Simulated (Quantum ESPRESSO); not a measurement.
# SrO (Fm-3m): from Born charge to LO-TO splitting

Aim: work out the LO frequency and the static dielectric constant of SrO (Fm-3m) from one linear-response run, then check them.

Program: Quantum ESPRESSO 7.5. Level of theory: DFT LDA, scalar-relativistic, plane waves, PseudoDojo norm-conserving pseudopotentials. Results are calculated unless marked as measured.

The database entry behind the starting cell differs from later determinations by our own check (about 0.5 % short), so it need not match the best structure at ambient conditions.

## 1. The relaxed structure

The structure is cubic, space group Fm-3m (No. 225). The conventional cell has a = 5.061 Å, b = 5.061 Å, c = 5.061 Å, α = 90.00°, β = 90.00°, γ = 90.00°. Nearest to Sr lie 6 O at 2.53 Å. O has 6 Sr at 2.53 Å nearest. Farther neighbours and most contacts between anions are not listed.

Coordinates:

```
CELL_PARAMETERS angstrom
-2.53051 0.00000 2.53051
0.00000 2.53051 2.53051
-2.53051 2.53051 0.00000
ATOMIC_POSITIONS crystal
Sr 0.50000 0.50000 0.50000
O 0.00000 0.00000 0.00000
```

This is the cell after its relaxation at this level of theory, not the database cell from which that began.

## 2. What the response run gave

A linear-response run on the relaxed cell, with the response to an electric field; only its zone-centre results are used. Cutoff 84 Ry, k mesh 8×8×8.

The program printed:

```text
[banners, grids, parts of the stress and lines that vanish by symmetry left out]
Program PHONON v.7.5
     Reading xml data from directory:

[...]
Exchange-correlation= PW
                           (   1   4   0   0   0   0   0)
[...]
(   8 q-points):
[...]
kinetic-energy cut-off    =      84.0000  Ry
     charge density cut-off    =     336.0000  Ry
     convergence threshold     =      1.0E-18
[...]
Exchange-correlation= PW
                           (   1   4   0   0   0   0   0)
[...]
q = (   0.0000000   0.0000000   0.0000000 )
     49 Sym.Ops. (with q -> -q+G )
     G cutoff =  778.4926  (  22659 G-vectors)     FFT grid: ( 40, 40, 40)
     number of k points=    29
[...]
Mode symmetry, O_h (m-3m)  point group:
[...]
Dielectric constant
[...]
End of electric fields calculation
          Dielectric constant in cartesian axis
          (       3.862290986      -0.000000000      -0.000000000 )
          (      -0.000000000       3.862290986       0.000000000 )
          (      -0.000000000       0.000000000       3.862290986 )
          Effective charges (d Force / dE) in cartesian axis without acoustic sum rule applied (asr)
           atom    1  Sr    Mean Z*:        2.47557
      Ex  (        2.47557        0.00000        0.00000 )
      Ey  (        0.00000        2.47557       -0.00000 )
      Ez  (        0.00000       -0.00000        2.47557 )
           atom    2  O     Mean Z*:       -2.47591
      Ex  (       -2.47591        0.00000        0.00000 )
      Ey  (        0.00000       -2.47591       -0.00000 )
      Ez  (        0.00000       -0.00000       -2.47591 )
          Effective charges Sum: Mean:       -0.00035
[...]
Effective charges (d Force / dE) in cartesian axis with asr applied:
           atom    1  Sr    Mean Z*:        2.47574
[...]
atom    2  O     Mean Z*:       -2.47574
[...]
Representation #   1 modes #   1   2   3
[...]
End of self-consistent calculation
     Convergence has been achieved
     Representation #   2 modes #   4   5   6
[...]
End of self-consistent calculation
     Convergence has been achieved
[...]
Dielectric constant in cartesian axis
          (       3.862290986      -0.000000000      -0.000000000 )
          (      -0.000000000       3.862290986       0.000000000 )
          (      -0.000000000       0.000000000       3.862290986 )
          Effective charges (d Force / dE) in cartesian axis without acoustic sum rule applied (asr)
           atom    1  Sr    Mean Z*:        2.47557
[...]
Mode symmetry, C_s (m)     point group:
[...]
q = (    0.750000000  -0.250000000   0.750000000 )
[...]
Mode symmetry, C_s (m)     point group:
     freq (   1-   1) =        120.9  [cm-1]   --> A''
     freq (   2-   2) =        144.9  [cm-1]   --> A'
     freq (   3-   3) =        201.0  [cm-1]   --> A'
     freq (   4-   4) =        265.9  [cm-1]   --> A''
     freq (   5-   5) =        286.3  [cm-1]   --> A'
     freq (   6-   6) =        376.9  [cm-1]   --> A'
[...]
Mode symmetry, C_2v (mm2)  point group:
[...]
q = (    0.500000000   0.000000000   0.500000000 )
[...]
Mode symmetry, C_2v (mm2)  point group:
     freq (   1-   1) =        110.9  [cm-1]   --> B_1  D_3  S_3
     freq (   2-   2) =        140.6  [cm-1]   --> B_2  D_4  S_4
     freq (   3-   3) =        194.9  [cm-1]   --> A_1  D_1  S_1
     freq (   4-   4) =        268.5  [cm-1]   --> B_2  D_4  S_4
     freq (   5-   5) =        281.7  [cm-1]   --> B_1  D_3  S_3
     freq (   6-   6) =        415.1  [cm-1]   --> A_1  D_1  S_1
[...]
Mode symmetry, D_4h(4/mmm) point group:
[...]
Convergence has been achieved
[...]
Convergence has been achieved
[...]
Convergence has been achieved
[...]
Convergence has been achieved
[...]
q = (    0.000000000  -1.000000000   0.000000000 )
[...]
freq (    5) =       7.302547 [THz] =     243.586739 [cm-1]
     freq (    6) =       9.346790 [THz] =     311.775371 [cm-1]
[...]
Mode symmetry, D_4h(4/mmm) point group:
     freq (   1-   2) =        126.3  [cm-1]   --> E_u  X_5' M_5'
     freq (   3-   3) =        198.3  [cm-1]   --> A_2u X_4' M_4'
     freq (   4-   5) =        243.6  [cm-1]   --> E_u  X_5' M_5'
     freq (   6-   6) =        311.8  [cm-1]   --> A_2u X_4' M_4'
[...]
Mode symmetry, D_2d (-42m) point group:
[...]
Representation #   1 mode #   1
[...]
Convergence has been achieved
     Representation #   2 mode #   2
[...]
Convergence has been achieved
     Representation #   3 modes #   3   4
[...]
End of self-consistent calculation
     Convergence has been achieved
     Representation #   4 modes #   5   6
[...]
End of self-consistent calculation
     Convergence has been achieved
[...]
q = (   -0.500000000  -1.000000000   0.000000000 )
[...]
freq (    1) =       4.549607 [THz] =     151.758559 [cm-1]
     freq (    2) =       5.146053 [THz] =     171.653845 [cm-1]
     freq (    3) =       5.146053 [THz] =     171.653845 [cm-1]
     freq (    4) =       8.529336 [THz] =     284.508030 [cm-1]
     freq (    5) =       8.529336 [THz] =     284.508030 [cm-1]
     freq (    6) =       9.832462 [THz] =     327.975626 [cm-1]
[...]
Mode symmetry, D_2d (-42m) point group:
     freq (   1-   1) =        151.8  [cm-1]   --> A_1  X_1  W_1
     freq (   2-   3) =        171.7  [cm-1]   --> E    X_5  W_3
     freq (   4-   5) =        284.5  [cm-1]   --> E    X_5  W_3
     freq (   6-   6) =        328.0  [cm-1]   --> B_2  X_3  W_2

   JOB DONE.
```

```csv
quantity,value
cell volume Ω (Å³),32.408
mass of Sr (u),87.620
mass of O (u),15.999
"Born charge of Sr, raw (e)",2.476
"Born charge of O, raw (e)",-2.476
ε∞,3.862
ω(TO) after the sum rule (cm⁻¹),216.7
```

## 3. The calculation

The charges must sum to zero over the cell; taking off their mean, 0.000 e, leaves Z* = 2.476 e on Sr. In the polar mode Sr moves against O, so the reduced mass is μ = 87.62 × 16.00 / 103.62 = 13.529 u.

A longitudinal wave builds up a field that adds to the restoring force: ω(LO)² = ω(TO)² + 4π Z*² / (μ Ω ε∞), in Hartree atomic units. With μ = 24661 electron masses and Ω = 218.70 bohr³ the second term is 3.6975e-06 Ha², or 178105 cm⁻² (1 Ha = 219474.6 cm⁻¹).

So ω(LO) = √(46950 + 178105) = 474.4 cm⁻¹, and by the Lyddane-Sachs-Teller relation ε₀ = ε∞ (ω(LO)/ω(TO))² = 18.51.

## 4. Check against the program

The analysis program adds the same non-analytic term to the full matrix, here for q along (1 0 0).

The program printed:

```text
[banner, memory and clock lines left out]
Program DYNMAT v.7.5

     Reading Dynamical Matrix from file x.dyn1
     ...Force constants read
     ...epsilon and Z* read

     Polarizability (A^3 units)
     multiply by 0.511745 for Clausius-Mossotti correction
         7.381757   -0.000000   -0.000000
        -0.000000    7.381757    0.000000
        -0.000000    0.000000    7.381757

     IR activities are in (D/A)^2/amu units

# mode   [cm-1]    [THz]      IR
    1     -0.00   -0.0000    0.0000
    2      0.00    0.0000    0.0000
    3      0.00    0.0000    0.0000
    4    216.68    6.4959   10.4525
    5    216.68    6.4959   10.4525
    6    474.40   14.2221   10.4525
```

ε₀ comes from the program's run without a direction of q.

```csv
quantity,by hand,program
ω(LO) (cm⁻¹),474.4,474.4
ε₀,18.51,18.51
```

## 5. What came out

| Quantity | Value |
| --- | --- |
| TO mode | 216.7 cm⁻¹ |
| LO mode | 474.4 cm⁻¹ |
| static dielectric constant | 18.51 |

The LO mode of SrO (Fm-3m) lies at 474 cm⁻¹, 258 cm⁻¹ above the TO mode; the formula meets the program within 0.1 cm⁻¹, as it must for a cubic crystal with one polar mode. ω(LO)² − ω(TO)² goes with Z*²/ε∞: an error of 5 % in ε∞ would move the LO mode by 9.0 cm⁻¹, and semilocal functionals tend to overestimate ε∞. These are harmonic values at zero temperature, at the volume of this functional, for the structure held cubic; stability elsewhere in the zone is no part of this calculation.

[Host names and launcher messages were left out of these logs when they were recorded.]

[Logs are printed without paths, hosts, clocks, repeated set-up lines and the standing remarks that a program may print on its own settings, such as how far it seeks lower states.]

[Hosts, paths, dates, database ids (printed as entryN), source tags and the programs' standing remarks are cut or masked in the printed files.]
